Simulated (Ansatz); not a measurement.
# Y on W(110): change of the work function, part 2 of 4

How does Y on the hollow site change the work function of W(110) as the layer fills?

Ansatz 0.2.0; plane-wave DFT, PBE, Ansatz PAW.

So far, work function, upper face (eV): step 2 (the clean slab) 4.84.

## (3) The covered slab, coverage 0.25 ML

System of this step: YW16 (Y/W(110)). The cell holds 17 atoms: 16 W and 1 Y. Cell: a = 5.473 Å, b = 5.473 Å, c = 28.068 Å, α = 90.0°, β = 90.0°, γ = 70.5°. Vacuum lies along c.

The clean slab as it ended is repeated in the plane and the adsorbate is set on one face; the cell's size fixes the coverage, and the k-mesh shrinks with it to keep the sampling density about even. Adsorbate and upper layers relax, since the dipole depends on the height.

Input file input.yaml:

```yaml
crystal:
  lattice:
    - [4.468914857, -3.16, 0.0]
    - [4.468914857, 3.16, 0.0]
    - [0.0, 0.0, 28.0681967073]
  atoms:
    - { symbol: W, position: [0.0, 0.0, 0.3206476032] }
    - { symbol: W, position: [0.25, 0.25, 0.4002557609] }
    - { symbol: W, position: [0.0, 0.0, 0.4812134119] }
    - { symbol: W, position: [0.25, 0.25, 0.559314934] }
    - { symbol: W, position: [0.0, 0.5, 0.3206476032] }
    - { symbol: W, position: [0.25, 0.75, 0.4002557609] }
    - { symbol: W, position: [0.0, 0.5, 0.4812134119] }
    - { symbol: W, position: [0.25, 0.75, 0.559314934] }
    - { symbol: W, position: [0.5, 0.0, 0.3206476032] }
    - { symbol: W, position: [0.75, 0.25, 0.4002557609] }
    - { symbol: W, position: [0.5, 0.0, 0.4812134119] }
    - { symbol: W, position: [0.75, 0.25, 0.559314934] }
    - { symbol: W, position: [0.5, 0.5, 0.3206476032] }
    - { symbol: W, position: [0.75, 0.75, 0.4002557609] }
    - { symbol: W, position: [0.5, 0.5, 0.4812134119] }
    - { symbol: W, position: [0.75, 0.75, 0.559314934] }
    - { symbol: "Y", position: [0.42, 0.42, 0.6793523968] }
kpoints:
  mp_grid: { grid: [6, 6, 1] }
hamiltonian:
  xc: pbe
scf:
  occupations: { method: fermi_dirac, width: 0.1 }
  convergence: { dr2_threshold: 1.0e-08 }
efield:
  axis: 3
  dipole_correction: true
  ramp_position: 0.97
  ramp_width: 0.06
relax:
  f_tol: 0.02
  max_steps: 60
  constraints: [{ sites: [0, 1, 4, 5, 8, 9, 12, 13] }]
output:
  bader: true
  dos: { projected: true, e_range: [-8, 4] }
  write_potential: true
  write_density: true
  volumetric_format: npy
  elf: true
```

Started as:

```sh
> ansatz run input.yaml --threads 4 --pin off --max-ram 6144MiB --backend cpu --events-out ev --progress --plain --runs-dir out
```

Numbers of over 12 decimals in the logs are rounded to 6 here.

Log:

```text
[...]
Crystal: 17 atoms, lattice volume = 792.745 Å³
Basis set: ecut = 420 eV, 15473 PW (Γ), exchange–correlation on 80×80×384 points (8 copies of the dense FFT grid, shifted against one another)
Bands: 141, of which v1, the nominal top of the filled ones, is band 118 counted from 1 (117 counted from 0)
Symmetry: 2 space group operations
[...]
k-points: 13 of 36 (time reversal used)
[...]
SCF iter   1: F=—  HF=-169993.971086 eV  |F-HF|=—  |Δ(HF+E_count)|=         —  Δρ=1.59e-2  dr2=6.28e1  ethr=1.77e-3  p=0.417 e·Å  D=9.52e-2 V/Å  ΔV_dip=-2.67 eV  dr2_dipole=4.47e1  V_vac-E_F(+/−)=2.72/5.39 eV  ⟨swp⟩=9.8  Hψ=9560  notcnv=0
[...]
SCF iter  11: F=-169993.119130 eV  HF=-169993.119130 eV  |F-HF|=8.88e-9  |Δ(HF+E_count)|=   4.78e-8  Δρ=6.62e-7  dr2=8.54e-9  ethr=4.26e-12  p=0.265 e·Å  D=6.05e-2 V/Å  ΔV_dip=-1.70 eV  dr2_dipole=1.07e-9  V_vac-E_F(+/−)=3.19/4.89 eV  ⟨swp⟩=13.6  Hψ=14583  notcnv=0
SCF 1 converged in 11 iterations: F = -169993.119130 eV  dr2 = 8.54e-9
[...]
relax step   1: F+E_penalty+E_count = -169993.11913038 eV  Δ(F+E_penalty+E_count) = +0.000e0 eV  max|allowed force component| = 2.227e0 eV/Å  Δτ_max = 0.0000 Å  (11 SCF iters, accepted)
[...]
SCF iter   1: F=—  HF=-169993.723511 eV  |F-HF|=—  |Δ(HF+E_count)|=         —  Δρ=3.74e-3  dr2=6.34e-1  ethr=1.98e-4  p=0.265 e·Å  D=6.05e-2 V/Å  ΔV_dip=-1.70 eV  dr2_dipole=1.23e-1  V_vac-E_F(+/−)=3.21/4.91 eV  ⟨swp⟩=1.9  Hψ=5728  notcnv=0
[...]
eigensolver tolerance schedule calibrated: the retry pair's looser diagonalisation under-reported the residual by θ = 0.27 (0.22/decade); ethr = c·dr2/N_el runs at the constant in force after the calibration composes with the one it found (an armed cap, an earlier calibration), c = 2.0e-2
[...]
SCF iter   2: F=—  HF=-169993.686268 eV  |F-HF|=—  |Δ(HF+E_count)|=   3.72e-2  Δρ=1.89e-3  dr2=1.38e-1  ethr=5.38e-5  p=0.283 e·Å  D=6.45e-2 V/Å  ΔV_dip=-1.81 eV  dr2_dipole=3.99e-3  V_vac-E_F(+/−)=3.08/4.89 eV  ⟨swp⟩=3.0  Hψ=3818  notcnv=0
[...]
SCF iter  11: F=-169993.673847 eV  HF=-169993.673847 eV  |F-HF|=6.90e-9  |Δ(HF+E_count)|=   2.11e-8  Δρ=4.28e-7  dr2=2.63e-9  ethr=1.00e-12  p=0.287 e·Å  D=6.56e-2 V/Å  ΔV_dip=-1.84 eV  dr2_dipole=2.36e-13  V_vac-E_F(+/−)=3.05/4.89 eV  ⟨swp⟩=10.9  Hψ=13144  notcnv=0
SCF 2 converged in 11 iterations: F = -169993.673847 eV  dr2 = 2.63e-9
[...]
relax step   2: F+E_penalty+E_count = -169993.67384698 eV  Δ(F+E_penalty+E_count) = -5.547e-1 eV  max|allowed force component| = 2.458e0 eV/Å  Δτ_max = 0.1949 Å  (11 SCF iters, accepted)
SCF iter   1: F=—  HF=-169994.246636 eV  |F-HF|=—  |Δ(HF+E_count)|=         —  Δρ=3.88e-3  dr2=7.25e-1  ethr=2.47e-3  p=0.287 e·Å  D=6.56e-2 V/Å  ΔV_dip=-1.84 eV  dr2_dipole=8.23e-2  V_vac-E_F(+/−)=3.08/4.92 eV  ⟨swp⟩=4.3  Hψ=3427  notcnv=0
[...]
SCF iter  11: F=-169994.193009 eV  HF=-169994.193009 eV  |F-HF|=1.28e-9  |Δ(HF+E_count)|=   1.68e-8  Δρ=3.94e-7  dr2=3.25e-9  ethr=4.26e-12  p=0.324 e·Å  D=7.40e-2 V/Å  ΔV_dip=-2.08 eV  dr2_dipole=6.71e-12  V_vac-E_F(+/−)=2.82/4.89 eV  ⟨swp⟩=12.0  Hψ=14096  notcnv=0
SCF 3 converged in 11 iterations: F = -169994.193009 eV  dr2 = 3.25e-9
relax step   3: F+E_penalty+E_count = -169994.19300860 eV  Δ(F+E_penalty+E_count) = -5.192e-1 eV  max|allowed force component| = 2.410e0 eV/Å  Δτ_max = 0.1959 Å  (11 SCF iters, accepted)
[...]
relax step   4: F+E_penalty+E_count = -169994.64832425 eV  Δ(F+E_penalty+E_count) = -4.553e-1 eV  max|allowed force component| = 1.889e0 eV/Å  Δτ_max = 0.1959 Å  (11 SCF iters, accepted)
[...]
relax step   5: F+E_penalty+E_count = -169994.94213291 eV  Δ(F+E_penalty+E_count) = -2.938e-1 eV  max|allowed force component| = 8.112e-1 eV/Å  Δτ_max = 0.1944 Å  (10 SCF iters, accepted)
[...]
relax step   6: F+E_penalty+E_count = -169995.07746835 eV  Δ(F+E_penalty+E_count) = -1.353e-1 eV  max|allowed force component| = 3.810e-1 eV/Å  Δτ_max = 0.2000 Å  (10 SCF iters, accepted)
[...]
relax step   7: F+E_penalty+E_count = -169995.18456888 eV  Δ(F+E_penalty+E_count) = -1.071e-1 eV  max|allowed force component| = 2.508e-1 eV/Å  Δτ_max = 0.1952 Å  (11 SCF iters, accepted)
[...]
relax step   8: F+E_penalty+E_count = -169995.22483860 eV  Δ(F+E_penalty+E_count) = -4.027e-2 eV  max|allowed force component| = 1.095e-1 eV/Å  Δτ_max = 0.2000 Å  (10 SCF iters, accepted)
[...]
relax step   9: F+E_penalty+E_count = -169995.23261995 eV  Δ(F+E_penalty+E_count) = -7.781e-3 eV  max|allowed force component| = 3.868e-2 eV/Å  Δτ_max = 0.1190 Å  (9 SCF iters, accepted)
SCF iter   1: F=—  HF=-169995.232317 eV  |F-HF|=—  |Δ(HF+E_count)|=         —  Δρ=2.82e-4  dr2=1.76e-3  ethr=5.28e-6  p=0.406 e·Å  D=9.28e-2 V/Å  ΔV_dip=-2.60 eV  dr2_dipole=3.78e-4  V_vac-E_F(+/−)=2.28/4.89 eV  ⟨swp⟩=2.8  Hψ=3151  notcnv=0
[...]
SCF iter   7: F=-169995.233031 eV  HF=-169995.233031 eV  |F-HF|=1.83e-8  |Δ(HF+E_count)|=   1.42e-8  Δρ=7.30e-7  dr2=7.29e-9  ethr=4.26e-12  p=0.406 e·Å  D=9.28e-2 V/Å  ΔV_dip=-2.60 eV  dr2_dipole=7.73e-13  V_vac-E_F(+/−)=2.28/4.88 eV  ⟨swp⟩=10.2  Hψ=15386  notcnv=0
SCF 10 converged in 7 iterations: F = -169995.233031 eV  dr2 = 7.29e-9
relax step  10: F+E_penalty+E_count = -169995.23303087 eV  Δ(F+E_penalty+E_count) = -4.109e-4 eV  max|allowed force component| = 5.213e-3 eV/Å  Δτ_max = 0.0135 Å  (7 SCF iters, accepted)
NSCF: frozen V_eff on 13 k-points
[...]
SCF converged after 7 iterations
Free energy (F): -169995.233031 eV
[...]
Internal energy: -169994.815974 eV  (E = F + TS)
E sigma→0 (E₀):  -169995.024503 eV
Entropy (-TS):   -0.417056 eV (-24.533 meV/atom)
Fermi energy:    5.429271 eV
Dipole field:    D = 0.092782 V/Å  (p = 0.406477 e·Å, saw-weighted, corrected)
Work function:   Φ+ = 2.2804 eV   Φ− = 4.8847 eV
[...]
--- Forces (eV/Å), atoms counted from 1 ---
  atom   1  W      0.00007493    -0.00000000     0.41084225
  atom   2  W     -0.01516295     0.00000000    -0.26983143
  atom   3  W      0.00093568     0.00000000    -0.00167311
  atom   4  W     -0.00023684     0.00000000     0.00307242
  atom   5  W      0.00002675     0.00010540     0.32655029
  atom   6  W     -0.00063110    -0.01410327    -0.45870731
  atom   7  W     -0.00006975     0.00018188    -0.00077878
  atom   8  W     -0.00023075     0.00054225    -0.00432885
  atom   9  W      0.00002675    -0.00010540     0.32655029
  atom  10  W     -0.00063110     0.01410327    -0.45870731
  atom  11  W     -0.00006975    -0.00018188    -0.00077878
  atom  12  W     -0.00023075    -0.00054225    -0.00432885
  atom  13  W     -0.00002891    -0.00000000     0.39174024
  atom  14  W      0.01362214     0.00000000    -0.27033509
  atom  15  W      0.00061914    -0.00000000     0.00395821
  atom  16  W      0.00050715    -0.00000000     0.00153080
  atom  17  Y      0.00143629    -0.00000000     0.00521340
  max |Σ_I F_I| component: 4.31e-5 eV/Å
--- Band table (eV; the first three rows and the last of 13) ---
  k-point 0: bands = [... 114 lower, 5.6585, 5.7372, 6.1464, 6.2444, 6.2786, 6.3601, 6.4240, 6.7083, ... 19 higher]
  k-point 1: bands = [... 114 lower, 5.5005, 5.5666, 5.6723, 5.9611, 6.0618, 6.1481, 6.4690, 6.5655, ... 19 higher]
  k-point 2: bands = [... 114 lower, 4.8806, 5.0037, 5.3760, 5.4978, 5.6320, 5.8627, 6.0105, 6.2340, ... 19 higher]
  k-point 12: bands = [... 114 lower, 4.6973, 4.7228, 4.9246, 4.9593, 5.0042, 5.0117, 5.4557, 5.4626, ... 19 higher]
--- Relaxed structure (10 steps of the walk, 10 accepted, 0 SCFs on fresh bases) ---
  F+E_penalty+E_count = -169995.23303087 eV   max|allowed force component| = 5.213e-3 eV/Å
  atoms:
    - { symbol: W, position: [0.0, 0.0, 0.3206476032] }
    - { symbol: W, position: [0.25, 0.25, 0.400256] }
    - { symbol: W, position: [-3.524343144733717e-5, -3.524343144733684e-5, 0.480883] }
    - { symbol: W, position: [0.254581, 0.254581, 0.561464] }
    - { symbol: W, position: [2.7755575615628914e-17, 0.5, 0.3206476032] }
    - { symbol: W, position: [0.25, 0.75, 0.400256] }
    - { symbol: W, position: [-2.8642843390713768e-5, 0.499984, 0.480850] }
    - { symbol: W, position: [0.244370, 0.755550, 0.559106] }
    - { symbol: W, position: [0.5, 2.7755575615628914e-17, 0.3206476032] }
    - { symbol: W, position: [0.75, 0.25, 0.400256] }
    - { symbol: W, position: [0.499984, -2.8642843390713768e-5, 0.480850] }
    - { symbol: W, position: [0.755550, 0.244370, 0.559106] }
    - { symbol: W, position: [0.5, 0.5, 0.3206476032] }
    - { symbol: W, position: [0.75, 0.75, 0.400256] }
    - { symbol: W, position: [0.499981, 0.499981, 0.480929] }
    - { symbol: W, position: [0.745320, 0.745320, 0.561491] }
    - { symbol: Y, position: [0.499747, 0.499747, 0.643437] }
--- Bader charges: 17 sites ---
  site symbol  charge [e]  shift [e]
     0      W     -0.0589     0.0000
     1      W      0.0511     0.0000
     2      W      0.0477     0.0000
     3      W     -0.2116     0.0000
     4      W     -0.0593     0.0000
     5      W      0.0493     0.0000
     6      W      0.0434     0.0000
     7      W     -0.3516     0.0000
     8      W     -0.0594     0.0000
     9      W      0.0493     0.0000
    10      W      0.0434     0.0000
    11      W     -0.3516     0.0000
    12      W     -0.0524     0.0000
    13      W      0.0512     0.0000
    14      W      0.0434     0.0000
    15      W     -0.2113     0.0000
    16      Y      0.9773     0.0000
  estimated error of the sums over rays = 9.1e-4 e
```

Run time: 8.9 min. Hardware: 4 threads of Arm Neoverse V2, shared host; peak memory 3.1 GiB; 34 min of CPU time.

The steps of the relaxation:

| step | energy less that of the first step (eV) | largest force component (eV/Å) |
| --- | --- | --- |
| 1 | 0.0000 | 2.2270 |
| 2 | -0.5547 | 2.4583 |
| 3 | -1.0739 | 2.4098 |
| 4 | -1.5292 | 1.8888 |
| 5 | -1.8230 | 0.8112 |
| 6 | -1.9583 | 0.3810 |
| 7 | -2.0654 | 0.2508 |
| 8 | -2.1057 | 0.1095 |
| 9 | -2.1135 | 0.0387 |
| 10 | -2.1139 | 0.0052 |

Forces are held to the 2 operations that the run works with; a distortion that breaks them can't arise in this run.

The atoms that moved most (Å):

| atom | dx | dy | dz | length |
| --- | --- | --- | --- | --- |
| Y17 | 0.713 | 0.000 | -1.008 | 1.235 |
| W16 | -0.042 | 0.000 | 0.061 | 0.074 |
| W4 | 0.041 | 0.000 | 0.060 | 0.073 |
| W8 | 0.000 | 0.035 | -0.006 | 0.036 |
| W12 | 0.000 | -0.035 | -0.006 | 0.036 |
| W11 | 0.000 | 0.000 | -0.010 | 0.010 |
| W7 | 0.000 | 0.000 | -0.010 | 0.010 |
| W3 | 0.000 | 0.000 | -0.009 | 0.009 |

The relaxed structure:

```cif
data_structure
_symmetry_space_group_name_H-M 'P 1'
_symmetry_Int_Tables_number 1
_cell_length_a 5.4733
_cell_length_b 5.4733
_cell_length_c 28.0682
_cell_angle_alpha 90.000
_cell_angle_beta 90.000
_cell_angle_gamma 70.529
_cell_volume 792.75
loop_
_atom_site_label
_atom_site_type_symbol
_atom_site_fract_x
_atom_site_fract_y
_atom_site_fract_z
_atom_site_occupancy
W1 W 0.00000 0.00000 0.32065 1
W2 W 0.25000 0.25000 0.40026 1
W3 W 0.99996 0.99996 0.48088 1
W4 W 0.25458 0.25458 0.56146 1
W5 W 0.00000 0.50000 0.32065 1
W6 W 0.25000 0.75000 0.40026 1
W7 W 0.99997 0.49998 0.48085 1
W8 W 0.24437 0.75555 0.55911 1
W9 W 0.50000 0.00000 0.32065 1
W10 W 0.75000 0.25000 0.40026 1
W11 W 0.49998 0.99997 0.48085 1
W12 W 0.75555 0.24437 0.55911 1
W13 W 0.50000 0.50000 0.32065 1
W14 W 0.75000 0.75000 0.40026 1
W15 W 0.49998 0.49998 0.48093 1
W16 W 0.74532 0.74532 0.56149 1
Y17 Y 0.49975 0.49975 0.64344 1
```

This step gave:

```yaml
energy_at_zero_smearing: -169995.0245 eV
work_function_upper_face: 2.280 eV
work_function_lower_face: 4.885 eV
dipole_along_the_normal: 0.4065 e·Å
step_between_the_vacuum_levels: -2.604 eV
```

Running mean over 2.234 Å of the planar mean; the ramp of the sawtooth is left out. The electron's electrostatic potential energy less the Fermi level by z:

| z (Å) | electron's electrostatic potential energy less the Fermi level (eV) |
| --- | --- |
| 4 | 4.88 |
| 5 | 4.87 |
| 6 | 4.74 |
| 7 | 3.28 |
| 8 | -5.76 |
| 9 | -12.2 |
| 10 | -12.6 |
| 11 | -12.7 |
| 12 | -12.5 |
| 13 | -12.5 |
| 14 | -12.6 |
| 15 | -12.5 |
| 16 | -11.7 |
| 17 | -5.13 |
| 18 | -1.42 |
| 19 | -0.449 |
| 20 | 1.65 |
| 21 | 2.16 |
| 22 | 2.26 |
| 23 | 2.28 |
| 24 | 2.28 |

The density of states has structure finer than the step of the table below, so its rows give means over 0.25 eV, whole bins alone (the curve runs from -8 to 1.62 eV). Peaks (eV: height): -3.070: 43.3, -2.920: 29.6, -2.740: 31.8, -2.440: 26.6, -2.320: 33.6, -2.230: 25.8, -1.680: 28.4.

Density of states against energy, zero at the Fermi level; means over each step:

| energy (eV) | density of states (states/eV a cell) |
| --- | --- |
| -7.75 | 0.928 |
| -7.50 | 1.68 |
| -7.25 | 2.06 |
| -7.00 | 2.25 |
| -6.75 | 2.23 |
| -6.50 | 1.60 |
| -6.25 | 4.16 |
| -6.00 | 5.04 |
| -5.75 | 10.3 |
| -5.50 | 8.44 |
| -5.25 | 10.8 |
| -5.00 | 11.8 |
| -4.75 | 12.9 |
| -4.50 | 21.1 |
| -4.25 | 14.0 |
| -4.00 | 11.9 |
| -3.75 | 9.13 |
| -3.50 | 7.97 |
| -3.25 | 17.5 |
| -3.00 | 24.9 |
| -2.75 | 24.9 |
| -2.50 | 20.5 |
| -2.25 | 22.6 |
| -2.00 | 20.9 |
| -1.75 | 23.3 |
| -1.50 | 23.1 |
| -1.25 | 16.1 |
| -1.00 | 14.3 |
| -0.75 | 11.6 |
| -0.50 | 14.5 |
| -0.25 | 13.3 |
| 0.00 | 13.0 |
| 0.25 | 13.3 |
| 0.50 | 14.9 |
| 0.75 | 14.8 |
| 1.00 | 18.8 |
| 1.25 | 20.1 |

Projected DOS per atom over height of the atomic layer and energy from the Fermi level. Layers: W4 W4 W4 W4 Y from below.

Ten even steps from '0' (0.00 states/eV) to '9' (2.19 states/eV), each cell a mean:
```
45549
43349
42238
41138
32236
51133
62354
74473
55573
65572
57751
24320
23320
34430
35430
24420
13310
11110
00000
00000
00000
00000
```
Columns: height of the atomic layer (Å) from 9 to 18.1; rows upwards: energy from the Fermi level (eV) from -7.96 to 1.54.

Electrostatic potential energy in the ca plane at fractional y = 0.500, with atoms of W and Y within 0.2 Å of it. With pseudopotentials it is smooth inside the atoms' cores, unlike the true potential.

Ten even steps from '0' (-58 eV) to '9' (9 eV), each cell a mean:
```
00269999997200158999999999999999999999999999
22589999998532479999999999999999999999999999
77899988999877899998999999999999999999999999
88999988999988999998999998899999999999999999
77899988999877799999999876788999999999999999
22589999998522479999999742368999999999999999
00269999997200158999998510037899999999999999
00168999996200058999998400037899999999999999
01379999997410268999998621147999999999999999
55789988998755689999999864578999999999999999
88899988999988899998999988889999999999999999
88899988999988899998999999999999999999999999
45789988998754689999999999999999999999999999
00379999997410268999999999999999999999999999
00168999996200058999999999999999999999999999
```
Columns run along c (16.0 Å, from fractional 0.32 to 0.89 of the cell; values clipped at the 3rd and 97th percentile), rows up along a (5.5 Å). Atoms in or near the plane, at fractional coordinates: W at (0.32, 0.00), W at (0.48, 0.00), W at (0.32, 0.50), W at (0.48, 0.50), Y at (0.64, 0.50).

Valence density in the ca plane at fractional y = 0.500, with atoms of W and Y within 0.2 Å of it. It is the smooth field of the valence electrons, not physical close to the nuclei.

Values in e/Å³, 8 rows by 16 columns, each cell a mean:
```
3.8 0.5 0.3 0.4 3.4 1.9 0.3 0.2 0.1 0.0 0.0 0.0 0.0 0.0 0.0 0.0
0.6 0.3 0.4 0.3 0.6 0.4 0.3 0.3 0.1 0.1 0.0 0.0 0.0 0.0 0.0 0.0
1.2 0.3 0.4 0.3 1.1 0.6 0.3 0.3 0.4 0.8 0.1 0.0 0.0 0.0 0.0 0.0
4.4 0.7 0.3 0.5 3.9 2.4 0.3 0.3 1.3 3.1 0.4 0.0 0.0 0.0 0.0 0.0
3.8 0.5 0.3 0.4 3.4 1.9 0.3 0.3 1.1 2.6 0.3 0.0 0.0 0.0 0.0 0.0
0.6 0.3 0.4 0.3 0.6 0.4 0.3 0.3 0.3 0.4 0.1 0.0 0.0 0.0 0.0 0.0
1.2 0.3 0.4 0.3 1.1 0.6 0.3 0.3 0.1 0.0 0.0 0.0 0.0 0.0 0.0 0.0
4.4 0.7 0.3 0.5 4.0 2.4 0.3 0.2 0.1 0.0 0.0 0.0 0.0 0.0 0.0 0.0
```
Columns run along c (16.0 Å, from fractional 0.32 to 0.89 of the cell), rows up along a (5.5 Å). Atoms in or near the plane, at fractional coordinates: W at (0.32, 0.00), W at (0.48, 0.00), W at (0.32, 0.50), W at (0.48, 0.50), Y at (0.64, 0.50).

ELF in the ca plane at fractional y = 0.500, with atoms of W and Y within 0.2 Å of it. It is the smooth field of the valence electrons, not physical close to the nuclei.

Ten even steps from '0' (0.00) to '9' (0.83), each cell a mean:
```
55734544543764743544444443221110000000000000
77435433442477534543455553211111000000000000
44345444454334335444466641111121110000000000
44455444455444455444567421111122210000000000
44345444454344335444565335531112211000000000
77535433443477534544553489984112221000000000
45734544543764743544542797995111221100000000
23744544543741753544532795896111221100000000
78634534543577733544542699995111221100000000
65335434453356334444564368862112221000000000
43345444455433345444566322211122211000000000
43345444455433345444567521001122110000000000
65335434453356434544456642111111100000000000
77634534543677733544445543221110000000000000
23744544543741753554444433221110000000000000
```
Columns run along c (16.0 Å, from fractional 0.32 to 0.89 of the cell), rows up along a (5.5 Å). Atoms in or near the plane, at fractional coordinates: W at (0.32, 0.00), W at (0.48, 0.00), W at (0.32, 0.50), W at (0.48, 0.50), Y at (0.64, 0.50).

The relaxation took 10 steps and lowered the energy by 2.1 eV; the largest force on the free atoms ends at 0.0052 eV/Å.

By hand: a sheet of dipoles makes a step −p/(ε₀A) in the electron's potential. With e/ε₀ = 180.95 V·Å, p = 0.4065 e·Å and A = 28.24 Å², that is −180.95 × (0.4065) / 28.24 = -2.604 eV, and the two vacuum levels of the run differ by -2.604 eV.

The covered face has 2.28 eV, -2.56 eV against the clean one; the bare back face has moved by -0.01 eV, a measure of how thin the slab is.

(Part 2 of 4 ends here.)

[Logs are printed without paths, hosts, clocks, repeated set-up lines and the standing remarks that a program may print on its own settings, such as how far it seeks lower states.]

[Hosts, paths, dates, database ids (printed as entryN), source tags and the programs' standing remarks are cut or masked in the printed files.]

[Maps of the electrostatic potential energy from Ansatz leave out the sawtooth potential of an applied field or a dipole correction, so their vacuum need not be flat; planar profiles and work functions include it.]
